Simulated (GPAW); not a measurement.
# Surface energy and work function of Mo(100) from slabs of 4 to 14 layers (LDA)

How do energy and work function of Mo(100) films settle with thickness, and what surface energy follows?

**Method.** GPAW 26.7.0, plane waves at 450 eV with PAW setups; symmetric 1×1 slabs cut at the tabulated lattice constant (two decimals; low-temperature values for the alkali metals), atoms at bulk places, 7.5 Å of vacuum on each side, one in-plane mesh for all thicknesses, Fermi-Dirac smearing of 0.1 eV. Energies are extrapolated to zero smearing and count from the program's reference atoms. Functional LDA. The cell's area is 9.922 Å².

Results, with one row withheld:

| layers | energy (eV) | work function (eV) |
| --- | --- | --- |
| 4 | −44.8785 | 4.18 |
| 5 | −57.3665 | 4.29 |
| 6 | −69.9504 | 4.24 |
| 7 | −82.4151 | 4.27 |
| 8 | −94.9121 | 4.24 |
| 9 | −107.4115 | 4.25 |
| 10 | −119.9036 | 4.26 |
| 11 | −132.4178 | 4.25 |
| 12 | −144.8927 | 4.25 |
| 14 | ? | ? |

**Question.** What surface energy do these runs give, and what energy and work function should the 14-layer slab have?

Worked answer. A slab of n layers has E(n) = nε + 2Aγ once its middle is bulk-like. A line through n = 6 to 12 has the slope ε = −12.4937 eV a layer and the intercept 2Aγ = 5.0286 eV (r.m.s. residual 10.7 meV). So γ = 5.0286 / (2 × 9.922 Å²) = 0.2534 eV/Å² = 4.06 J/m², with a standard error of about 0.02 J/m² from the scatter about the line. For 14 layers: 5.0286 + 14 × (−12.4937) = −169.883 eV; the run gives −169.898 eV, 14.2 meV under the line. The work function has no such law: from 6 to 12 layers it moves between 4.24 and 4.27 eV (mean 4.25), and the 14-layer slab gives 4.25 eV. The thinnest slab, 4 layers, lies −0.07 eV from that mean. The values go up and down with thickness, as expected where levels confined across the film cross the Fermi level one by one. The measured value for this face is 4.45 eV (“Anisotropic work function of elemental crystals” (2019, arxiv:1902.07811)), for a face that reconstructs.

**Limits.** The surfaces are unrelaxed, so γ is an upper bound for this functional and lattice constant. The tabulated lattice constant isn't the functional's own, which strains the slab a little.
